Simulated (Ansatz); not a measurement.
# A hypothetical structure for CrSeS

Starting from a made-up structure for CrSeS, the aim is the relaxed cell, its shortest contacts and, where a second run follows, its electronic structure.

Program: Ansatz 0.2.0. Level of theory: DFT, PBE, plane-wave PAW, default files, scalar-relativistic, ferromagnetic start, cell and ions relaxed at zero pressure, in the first sound run; inputs show where later runs differ. Results are calculated unless marked as measured.

### 1. Starting point

The structure is trigonal, space group R3m (No. 160). The conventional cell has a = 3.337 Å, b = 3.337 Å, c = 19.540 Å, α = 90.00°, β = 90.00°, γ = 120.00°. Nearest to Se lie 3 Cr at 2.49 Å. Cr has 3 Se at 2.49 Å and 3 S at 2.55 Å nearest. Nearest to S lie 3 Cr at 2.55 Å. Farther neighbours and most contacts between anions are not listed.

### 2. Relaxing cell and atoms

The guessed cell has no reason to be at equilibrium. It is relaxed with the atoms, within the space group of the guess.

File input.yaml:

```yaml
crystal:
  lattice:
    - [1.6685, 0.963308924, 6.513333333]
    - [-1.6685, 0.963308924, 6.513333333]
    - [0.0, -1.926617848, 6.513333333]
  atoms:
    - { symbol: Se, position: [0.74836666, 0.74836666, 0.74836666] }
    - { symbol: Cr, position: [0.00086666, 0.00086666, 0.00086666], spin: 3.0 }
    - { symbol: S, position: [0.581833327, 0.581833327, 0.581833327] }
magnetization:
  spin_polarized: true
kpoints:
  mp_grid: { grid: [9, 9, 9] }
scf:
  occupations: { method: fermi_dirac, width: 0.05 }
hamiltonian:
  xc: pbe
  pseudopotentials: { kind: paw }
relax:
  f_tol: 0.015
  max_steps: 70
  cell: {}
output:
  forces: true
  stress: true
```

Launch:

```
ansatz run input.yaml --threads 4 --pin off --max-ram 8192MiB --backend cpu --events-out ev --progress --plain --runs-dir out
```

Numbers of over 12 decimals in the logs are rounded to 6 here.

The log of the run:

```text
basis.fft_grid_basis auto: the FFT boxes are laid along the combinations [[1, 0, -1], [0, 1, -1], [0, 0, 1]] of the cell's own vectors, 3.337, 3.337 and 6.792 Å long. The dense box has 24×24×48 points. Along the cell's own vectors, as sized, it would have 48×48×48, 4.00 times as many. Of the 6 symmetry operations that the crystal satisfies within crystal.symmetry.tolerance (time reversal apart; of a slab, those that  [...]
Engine: ansatz 0.2.0, aarch64-unknown-linux-gnu
Pseudopotentials: kind: paw
Pseudopotential: Se, paw, valence charge 16, recommended cutoff 420 eV (normal), Se.paw.azcp
Pseudopotential: Cr, paw, valence charge 14, recommended cutoff 420 eV (normal), Cr.paw.azcp
Pseudopotential: S, paw, valence charge 6, recommended cutoff 420 eV (normal), S.paw.azcp
Functional definition: PBE
  parameter kappa = 0.804
  parameter beta = 0.066725
  exchange = pbe_x(kappa = kappa, mu = beta*pi^2/3)
  correlation = pbe_c(beta = beta)
Crystal: 3 atoms, lattice volume = 62.813 Å³
Basis set: ecut = 420 eV, 1245 PW (Γ), FFT grids on a1−a3, a2−a3, a3, exchange–correlation on 48×48×96 points (8 copies of the dense FFT grid, shifted against one another)
Bands: 24, of which v1, the nominal top of the filled ones, is band 18 counted from 1 (17 counted from 0)
Symmetry: 6 space group operations
Space group: R3m (ITA 160), of the structure as read, at distance tolerance 4.0e-5 Å
Magnetic group: BNS 160.65 (UNI 1295), of the structure as read, at distance tolerance 4.0e-5 Å
k-points: 85 of 729 (time reversal used)
Non-local potential: Se, projectors of the file, l = 0: 2, l = 1: 2, l = 2: 3, l = 3: 1
Non-local potential: Cr, projectors of the file, l = 0: 3, l = 1: 2, l = 2: 3, l = 3: 1
Non-local potential: S, projectors of the file, l = 0: 2, l = 1: 2, l = 2: 2
PAW form: soft (Blöchl's): semilocal exchange-correlation on the pseudo side does not see the compensation charge
PAW one-centre angular grid: Se, 590 points (default); XC on 64 Gauss nodes
PAW one-centre angular grid: Cr, 590 points (default); XC on 64 Gauss nodes
PAW one-centre angular grid: S, 110 points (default); XC on 64 Gauss nodes
Initial density: superposition of atomic densities (chi_scale 0.1, normalization cell, long waves kept (reshape's long-wave potential 0.15 eV rms))
Starting moments: Σ|m| = 3 μB on 1 of 3 sites
Initial wavefunctions: pseudopotential atomic-orbital guess
Functional: x = pbe(κ = 0.804, μ = 0.219515), c = pbe(β = 0.066725)
SCF iter   1: F=—  HF=-9750.746291 eV  |F-HF|=—  |Δ(HF+E_count)|=         —  Δρ=3.42e-2 (↑3.42e-2 ↓2.91e-2)  dr2=4.27e0  dr2_m=1.39e-1  M=2.000 μB ∫|m|=2.995 μB  β_m=0.30  ethr=3.10e-3  ⟨swp⟩=5.4  Hψ=16930  notcnv=0
Mixer restart at iter 1: flushing history
preconditioner: auto → Kerker (q_TF=auto, 2.487 Å⁻¹)  [metal: Δε(μ)=0.006 eV  Ē_g=8.313 eV  σ=0.050 eV  W_gap=0.03  n_scr=16 (ndim 8)  ℏωp=19.9 eV  f_vac=0.025  D(μ)=2.44/eV (n_scr^D=22)]
spin=Collinear: Kerker preconditioning applied to the charge; magnetization (m = ρ↑ − ρ↓) channel mixes plain (no charge-response kernel on spin).
SCF iter   2: F=—  HF=-9750.308387 eV  |F-HF|=—  |Δ(HF+E_count)|=   4.38e-1  Δρ=2.11e-2 (↑2.09e-2 ↓2.11e-2)  dr2=2.41e0  dr2_m=6.83e-2  M=2.000 μB ∫|m|=3.045 μB  β_m=0.56  ethr=3.10e-3  ⟨swp⟩=2.1  Hψ=6545  notcnv=0  defer=160
SCF iter   3: F=—  HF=-9749.862003 eV  |F-HF|=—  |Δ(HF+E_count)|=   4.46e-1  Δρ=7.93e-3 (↑7.93e-3 ↓7.71e-3)  dr2=4.06e-1  dr2_m=3.71e-3  M=1.998 μB ∫|m|=3.070 μB  β_m=0.60  ethr=3.10e-3  ⟨swp⟩=2.4  Hψ=6171  notcnv=0  defer=161
SCF iter   4: F=—  HF=-9749.790282 eV  |F-HF|=—  |Δ(HF+E_count)|=   7.17e-2  Δρ=3.42e-3 (↑3.42e-3 ↓2.68e-3)  dr2=7.00e-2  dr2_m=8.72e-4  M=1.999 μB ∫|m|=3.093 μB  β_m=0.77  ethr=1.13e-3  ⟨swp⟩=2.1  Hψ=6633  notcnv=0  defer=164
SCF iter   5: F=—  HF=-9749.782767 eV  |F-HF|=—  |Δ(HF+E_count)|=         —  Δρ=1.63e-3 (↑1.46e-3 ↓1.63e-3)  dr2=1.24e-2  dr2_m=6.94e-5  M=2.000 μB ∫|m|=3.105 μB  β_m=0.77  ethr=1.94e-4  ⟨swp⟩=2.6  Hψ=6152  notcnv=0  defer=165
Mixer restart at iter 5: flushing history
SCF iter   6: F=—  HF=-9749.783299 eV  |F-HF|=—  |Δ(HF+E_count)|=   5.33e-4  Δρ=1.30e-3 (↑1.30e-3 ↓7.82e-4)  dr2=7.08e-3  dr2_m=1.69e-4  M=2.000 μB ∫|m|=3.119 μB  β_m=0.79  ethr=3.44e-5  ⟨swp⟩=2.0  Hψ=7825  notcnv=0  defer=165
SCF iter   7: F=—  HF=-9749.783205 eV  |F-HF|=—  |Δ(HF+E_count)|=   9.48e-5  Δρ=8.34e-4 (↑8.34e-4 ↓6.45e-4)  dr2=3.70e-3  dr2_m=1.40e-5  M=2.000 μB ∫|m|=3.112 μB  β_m=0.87  ethr=1.97e-5  ⟨swp⟩=2.9  Hψ=7618  notcnv=0  defer=165
SCF iter   8: F=—  HF=-9749.783675 eV  |F-HF|=—  |Δ(HF+E_count)|=   4.71e-4  Δρ=6.03e-4 (↑6.03e-4 ↓2.48e-4)  dr2=9.44e-4  dr2_m=2.68e-5  M=2.000 μB ∫|m|=3.122 μB  β_m=0.76  ethr=1.03e-5  ⟨swp⟩=2.0  Hψ=6114  notcnv=0  defer=165
SCF iter   9: F=—  HF=-9749.783605 eV  |F-HF|=—  |Δ(HF+E_count)|=   7.06e-5  Δρ=1.64e-4 (↑1.39e-4 ↓1.64e-4)  dr2=1.47e-4  dr2_m=3.53e-6  M=2.000 μB ∫|m|=3.119 μB  β_m=0.80  ethr=2.62e-6  ⟨swp⟩=2.8  Hψ=6999  notcnv=0  defer=165
SCF iter  10: F=—  HF=-9749.783625 eV  |F-HF|=—  |Δ(HF+E_count)|=   1.99e-5  Δρ=7.51e-5 (↑7.51e-5 ↓5.68e-5)  dr2=2.21e-5  dr2_m=9.15e-8  M=2.000 μB ∫|m|=3.119 μB  β_m=0.90  ethr=4.07e-7  ⟨swp⟩=2.1  Hψ=5500  notcnv=0  defer=165
SCF iter  11: F=—  HF=-9749.783638 eV  |F-HF|=—  |Δ(HF+E_count)|=   1.31e-5  Δρ=5.38e-5 (↑5.38e-5 ↓3.20e-5)  dr2=1.28e-5  dr2_m=8.76e-8  M=2.000 μB ∫|m|=3.119 μB  β_m=0.95  ethr=6.15e-8  ⟨swp⟩=2.1  Hψ=4682  notcnv=0  defer=165
SCF iter  12: F=—  HF=-9749.783637 eV  |F-HF|=—  |Δ(HF+E_count)|=   9.78e-7  Δρ=2.85e-5 (↑2.85e-5 ↓1.54e-5)  dr2=2.37e-6  dr2_m=3.45e-8  M=2.000 μB ∫|m|=3.119 μB  β_m=0.98  ethr=3.55e-8  ⟨swp⟩=2.0  Hψ=5066  notcnv=0  defer=165
SCF iter  13: F=—  HF=-9749.783637 eV  |F-HF|=—  |Δ(HF+E_count)|=   2.13e-8  Δρ=6.09e-6 (↑6.09e-6 ↓5.58e-6)  dr2=1.52e-7  dr2_m=1.02e-9  M=2.000 μB ∫|m|=3.119 μB  β_m=0.99  ethr=6.59e-9  ⟨swp⟩=1.8  Hψ=4680  notcnv=0  defer=165
SCF iter  14: F=—  HF=-9749.783637 eV  |F-HF|=—  |Δ(HF+E_count)|=   9.72e-8  Δρ=9.66e-6 (↑9.66e-6 ↓4.38e-6)  dr2=1.49e-7  dr2_m=4.59e-9  M=2.000 μB ∫|m|=3.119 μB  β_m=0.99  ethr=4.23e-10  ⟨swp⟩=2.0  Hψ=5879  notcnv=0  defer=165
SCF iter  15: F=—  HF=-9749.783637 eV  |F-HF|=—  |Δ(HF+E_count)|=   1.25e-8  Δρ=4.59e-6 (↑4.59e-6 ↓2.31e-6)  dr2=3.93e-8  dr2_m=9.33e-10  M=2.000 μB ∫|m|=3.119 μB  β_m=1.00  ethr=4.15e-10  ⟨swp⟩=1.6  Hψ=4484  notcnv=0  defer=165
SCF iter  16: F=-9749.783637 eV  HF=-9749.783637 eV  |F-HF|=4.86e-9  |Δ(HF+E_count)|=  7.84e-10  Δρ=8.81e-7 (↑8.81e-7 ↓7.32e-7)  dr2=6.10e-9  dr2_m=8.95e-12  M=2.000 μB ∫|m|=3.119 μB  ethr=1.09e-10  ⟨swp⟩=2.0  Hψ=12176  notcnv=0
[...]
relax step  11: F+E_penalty+E_count = -9750.60706154 eV  Δ(F+E_penalty+E_count) = -3.171e-4 eV  max|allowed force component| = 1.125e-2 eV/Å  Δτ_max = 0.0196 Å  P = +0.089 GPa  Ω = 60.127 Å³  energy of the carried Pulay correction = -1.162e-4 eV  (11 SCF iters, dr2 threshold 3.93e-8 eV, accepted)
relax step  12: F+E_penalty+E_count = -9750.60709300 eV  Δ(F+E_penalty+E_count) = -3.146e-5 eV  max|allowed force component| = 1.065e-2 eV/Å  Δτ_max = 0.0147 Å  P = +0.027 GPa  Ω = 60.778 Å³  energy of the carried Pulay correction = -2.127e-4 eV  (11 SCF iters, dr2 threshold 4.26e-8 eV, accepted)
relax step  13: F+E_penalty+E_count = -9750.60709275 eV  Δ(F+E_penalty+E_count) = +2.488e-7 eV  max|allowed force component| = 4.327e-4 eV/Å  Δτ_max = 0.0008 Å  P = +0.002 GPa  Ω = 60.822 Å³  energy of the carried Pulay correction = -2.193e-4 eV  (10 SCF iters, dr2 threshold 9.53e-9 eV, accepted)
iter 1 solved again at ethr=1.28e-7 eV; its pass at ethr=3.10e-3 eV (dr2=4.61e-5 eV) is discarded
SCF iter   1: F=—  HF=-9750.603075 eV  |F-HF|=—  |Δ(HF+E_count)|=         —  Δρ=2.37e-4 (↑2.37e-4 ↓2.37e-4)  dr2=3.32e-6  dr2_m=8.48e-13  M=0.000 μB ∫|m|=0.000 μB  β_m=0.65  ethr=1.28e-7  ⟨swp⟩=3.5  Hψ=29570  notcnv=0
preconditioner: auto → none  [insulator: Δε(μ)=0.705 eV  Ē_g=8.745 eV  σ=0.050 eV  W_gap=1.00  n_scr=16 (ndim 8)  ℏωp=20.2 eV  f_vac=0.187  D(μ)=0.00/eV (n_scr^D=0)  ε∞_Penn≈6.3]
SCF iter   2: F=—  HF=-9750.606719 eV  |F-HF|=—  |Δ(HF+E_count)|=   3.64e-3  Δρ=8.37e-5 (↑8.37e-5 ↓8.37e-5)  dr2=1.53e-6  dr2_m=2.08e-13  M=0.000 μB ∫|m|=0.000 μB  β_m=0.52  ethr=9.22e-9  ⟨swp⟩=2.9  Hψ=6230  notcnv=0
SCF iter   3: F=—  HF=-9750.607147 eV  |F-HF|=—  |Δ(HF+E_count)|=   4.28e-4  Δρ=4.47e-5 (↑4.47e-5 ↓4.47e-5)  dr2=7.20e-7  dr2_m=1.02e-13  M=0.000 μB ∫|m|=0.000 μB  β_m=0.46  ethr=4.25e-9  ⟨swp⟩=2.0  Hψ=5332  notcnv=0
SCF iter   4: F=—  HF=-9750.607306 eV  |F-HF|=—  |Δ(HF+E_count)|=   1.59e-4  Δρ=7.65e-6 (↑7.65e-6 ↓7.65e-6)  dr2=1.76e-8  dr2_m=2.71e-14  M=0.000 μB ∫|m|=0.000 μB  β_m=0.46  ethr=2.00e-9  ⟨swp⟩=2.0  Hψ=5420  notcnv=0
SCF iter   5: F=—  HF=-9750.607311 eV  |F-HF|=—  |Δ(HF+E_count)|=   4.56e-6  Δρ=1.96e-6 (↑1.96e-6 ↓1.96e-6)  dr2=2.41e-8  dr2_m=1.31e-14  M=0.000 μB ∫|m|=0.000 μB  β_m=0.46  ethr=4.89e-11  ⟨swp⟩=2.7  Hψ=6710  notcnv=0
SCF iter   6: F=—  HF=-9750.607311 eV  |F-HF|=—  |Δ(HF+E_count)|=   6.54e-8  Δρ=8.89e-7 (↑8.89e-7 ↓8.87e-7)  dr2=3.79e-9  dr2_m=8.51e-15  M=0.000 μB ∫|m|=0.000 μB  β_m=0.43  ethr=4.89e-11  ⟨swp⟩=2.0  Hψ=5084  notcnv=0
SCF iter   7: F=—  HF=-9750.607311 eV  |F-HF|=—  |Δ(HF+E_count)|=   1.31e-8  Δρ=3.73e-7 (↑3.73e-7 ↓3.73e-7)  dr2=2.31e-10  dr2_m=4.07e-15  M=0.000 μB ∫|m|=0.000 μB  β_m=0.56  ethr=1.05e-11  ⟨swp⟩=2.0  Hψ=5210  notcnv=0
SCF iter   8: F=—  HF=-9750.607378 eV  |F-HF|=—  |Δ(HF+E_count)|=   6.66e-5  Δρ=1.07e-6 (↑1.07e-6 ↓1.07e-6)  dr2=4.52e-9  dr2_m=7.27e-16  M=0.000 μB ∫|m|=0.000 μB  β_m=0.56  ethr=1.00e-12  ⟨swp⟩=4.1  Hψ=9888  notcnv=0
SCF iter   9: F=—  HF=-9750.607378 eV  |F-HF|=—  |Δ(HF+E_count)|=   2.12e-9  Δρ=1.02e-6 (↑1.02e-6 ↓1.02e-6)  dr2=4.03e-9  dr2_m=4.31e-16  M=0.000 μB ∫|m|=0.000 μB  β_m=0.58  ethr=1.00e-12  ⟨swp⟩=1.7  Hψ=4360  notcnv=0
SCF iter  10: F=—  HF=-9750.607378 eV  |F-HF|=—  |Δ(HF+E_count)|=   1.35e-8  Δρ=6.63e-7 (↑6.63e-7 ↓6.63e-7)  dr2=1.84e-9  dr2_m=1.61e-16  M=0.000 μB ∫|m|=0.000 μB  β_m=0.61  ethr=1.00e-12  ⟨swp⟩=3.3  Hψ=7752  notcnv=0
SCF iter  11: F=—  HF=-9750.607378 eV  |F-HF|=—  |Δ(HF+E_count)|=   9.67e-9  Δρ=2.36e-7 (↑2.36e-7 ↓2.36e-7)  dr2=2.47e-10  dr2_m=4.56e-17  M=0.000 μB ∫|m|=0.000 μB  β_m=0.70  ethr=1.00e-12  ⟨swp⟩=2.8  Hψ=6074  notcnv=0
SCF iter  12: F=—  HF=-9750.607378 eV  |F-HF|=—  |Δ(HF+E_count)|=   1.03e-9  Δρ=1.33e-7 (↑1.33e-7 ↓1.33e-7)  dr2=7.04e-11  dr2_m=1.88e-17  M=0.000 μB ∫|m|=0.000 μB  β_m=0.85  ethr=1.00e-12  ⟨swp⟩=2.0  Hψ=5206  notcnv=0
SCF iter  13: F=—  HF=-9750.607378 eV  |F-HF|=—  |Δ(HF+E_count)|=  4.29e-10  Δρ=2.79e-8 (↑2.79e-8 ↓2.79e-8)  dr2=4.51e-12  dr2_m=3.09e-19  M=0.000 μB ∫|m|=0.000 μB  β_m=0.70  ethr=1.00e-12  ⟨swp⟩=2.0  Hψ=5302  notcnv=0
SCF iter  14: F=-9750.607378 eV  HF=-9750.607378 eV  |F-HF|=0.00e0  |Δ(HF+E_count)|=  7.28e-12  Δρ=4.63e-8 (↑4.63e-8 ↓4.63e-8)  dr2=7.35e-12  dr2_m=1.56e-20  M=0.000 μB ∫|m|=0.000 μB  ethr=1.00e-12  ⟨swp⟩=4.7  Hψ=15962  notcnv=0
the starting moments were not kept: the SCF closed with an absolute magnetisation of 1.3e-10 μB, where they sum to 3 μB in size (1 site). That is at most 0.1 of that sum. Measured as dr2_m measures the in/out step, that magnetisation stands 0 eV from none, at or under the dr2_threshold of 3.0e-11 eV: it is no larger than a step whose dr2_m would equal this threshold.
SCF 14 converged in 14 iterations: F = -9750.607378 eV  dr2 = 7.35e-12
relax step  14: F+E_penalty+E_count = -9750.60737754 eV  Δ(F+E_penalty+E_count) = -2.848e-4 eV  max|allowed force component| = 5.706e-4 eV/Å  Δτ_max = 0.0000 Å  P = +0.009 GPa  Ω = 60.822 Å³  stress off target by 2.12e-2 GPa  SCF on the basis re-selected at this cell (its energy is not comparable with the rows above)  (14 SCF iters)
basis re-selected at this cell: Δ(F+E_penalty+E_count) = -2.848e-4 eV, ΔP = +0.008 GPa vs the last step (what re-selecting the basis moved, of the pressure what is left beyond the Pulay correction that the steps carried, after the strain that the cell walked since its last selection, with what the two solves' SCF thresholds leave and, on support functions, any second-order correction that the steps lacked; it is no m [...]
SCF converged after 14 iterations
Magnetization: 0.0000 μB (18.0000 up, 18.0000 down)
Absolute magnetization: 0.0000 μB (∫|ρ↑−ρ↓|, with the PAW one-centre terms)
Spin contamination: 0.0000 ħ² per cell (⟨S²⟩ above its minimum at these occupations)
Per-site moments (μB) at R_I (Å): [(1.2236964441623194e-11, 0.999294), (-1.1035381331093452e-11, 0.948881), (3.844862625534937e-12, 0.948881)]
Free energy (F): -9750.607378 eV
Harris-Foulkes:  -9750.607378 eV  (|F-HF|=0.00e0)
Internal energy: -9750.607349 eV  (E = F + TS)
E sigma→0 (E₀):  -9750.607363 eV
Entropy (-TS):   -0.000028 eV (-0.009 meV/atom)
Fermi energy:    8.680884 eV
--- Per-component energies (eV) ---
  E_band       = -668.928954
  E_kinetic    = 569.771938
  E_local      = -6462.284721  (includes V_loc(G=0)·N_el)
  E_nonlocal   = -488.326599
  E_hartree    = 3051.080226
  E_xc         = -341.714410
  E_vxc        = -364.785280  (∫ρ·V_xc dr)
  E_paw        = -3706.562491  (= ΣΔE_a)
  E_vpaw       = -25.464640  (= ΣTr[D̂ρ^β])
  E_aug_tail   = -0.000206  (compensation charges beyond the density's cutoff)
  E_ewald      = -2372.571086
  E_smearing   = -0.000028  (= −TS)
  E_closure    = 0.000000  (closes the sum)
  Σ components = -9750.607378   (vs F -9750.607378, Δ=0.00e0)
--- Forces (eV/Å), atoms counted from 1 ---
  atom   1  Se     0.00000000     0.00000000    -0.00020878
  atom   2  Cr    -0.00000000    -0.00000000    -0.00036156
  atom   3  S     -0.00000000    -0.00000000     0.00057080
  max |Σ_I F_I| component: 4.61e-7 eV/Å
--- Stress (GPa, compression-positive) ---
        0.003569       0.000000       0.000000
        0.000000       0.003569       0.000000
        0.000000       0.000000       0.021245
  P = ⅓ Tr σ = 0.0095 GPa (0.095 kbar)
--- Relaxed structure (12 steps of the walk, 12 accepted, 2 SCFs on fresh bases) ---
  F+E_penalty+E_count = -9750.60737754 eV   max|allowed force component| = 5.706e-4 eV/Å   (the final SCF, on the basis selected at the relaxed cell)
  cell:  # Å, volume = 60.8216 Å³
    - [1.563600, 0.902745, 7.181511]
    - [-1.563600, 0.902745, 7.181511]
    - [1.4055717080637175e-17, -1.805490, 7.181511]
  atoms:
    - { symbol: Se, position: [0.737944, 0.737944, 0.737944] }
    - { symbol: Cr, position: [-0.00369261, -0.00369261, -0.00369261] }
    - { symbol: S, position: [0.596815, 0.596815, 0.596815] }
```

Run time: 2.1 min. Hardware: 4 threads of Arm Neoverse V1, shared host; peak memory 0.61 GiB; 8.1 min of CPU time.

The steps of the relaxation:

```tsv
step	energy less that of the first step (eV)	largest force component (eV/Å)	pressure (GPa)	volume (Å³)
1	0.0000	2.2418	-6.09	62.81
2	-0.3468	0.7425	-0.64	63.18
3	-0.6485	0.7716	-5.83	59.59
4	-0.7972	0.6480	0.59	54.25
5	-0.8130	0.3454	-0.29	56.00
6	-0.8179	0.1777	0.68	57.08
7	-0.8221	0.0224	0.09	58.31
8	-0.8225	0.0082	0.07	59.08
9	-0.8225	0.0006	0.00	59.36
10*	-0.8231	0.0004	0.04	59.36
11	-0.8234	0.0113	0.09	60.13
12	-0.8235	0.0106	0.03	60.78
13	-0.8235	0.0004	0.00	60.82
14*	-0.8237	0.0006	0.01	60.82
```

Relaxation steps marked * repeat the geometry before them on a plane-wave basis chosen anew for their cell, so energy and pressure can jump there.

The run keeps the 6 symmetry operations that it works with, so distortions that break them were not tested.

```tsv
conventional cell, symmetrised	before	after	change
a (Å)	3.337	3.127	-6.3 %
b (Å)	3.337	3.127	-6.3 %
c (Å)	19.540	21.545	+10.3 %
volume (Å³/atom)	20.94	20.27	-3.2 %
```

The atoms that moved most (Å, as changes of fractional coordinates times the final cell):

```tsv
atom	dx	dy	dz	length
S3	0.000	0.000	0.323	0.323
Se1	0.000	0.000	-0.225	0.225
Cr2	0.000	0.000	-0.098	0.098
```

The relaxed structure:

```cif
data_structure
_symmetry_space_group_name_H-M 'P 1'
_symmetry_Int_Tables_number 1
_cell_length_a 7.4050
_cell_length_b 7.4050
_cell_length_c 7.4050
_cell_angle_alpha 24.380
_cell_angle_beta 24.380
_cell_angle_gamma 24.380
_cell_volume 60.82
loop_
_atom_site_label
_atom_site_type_symbol
_atom_site_fract_x
_atom_site_fract_y
_atom_site_fract_z
_atom_site_occupancy
Se1 Se 0.73794 0.73794 0.73794 1
Cr2 Cr 0.99631 0.99631 0.99631 1
S3 S 0.59681 0.59681 0.59681 1
```

Numbers from this step:

```yaml
free_energy: -9750.6074 eV
fermi_energy: 8.681 eV
gap_by_band_count: 0.7054 eV
electrons: 36
symmetry_operations: 6
pressure: 0.009461 GPa
```

The shortest distance of each pair, which need not be the same contact before and after:

```tsv
pair	guess (Å)	relaxed (Å)
Cr–S	2.553	2.300
Cr–Se	2.491	2.423
S–Se	3.254	3.041
Se–Se	3.337	3.127
Cr–Cr	3.337	3.127
```

The relaxation ends with a largest force component of 5.7e-4 eV/Å and a pressure of 0.01 GPa. No moment survives the cycle: this start ends non-magnetic.

[end of part 1 of 2]

[Logs are printed without paths, hosts, clocks, repeated set-up lines and the standing remarks that a program may print on its own settings, such as how far it seeks lower states.]

[Hosts, paths, dates, database ids (printed as entryN), source tags and the programs' standing remarks are cut or masked in the printed files.]
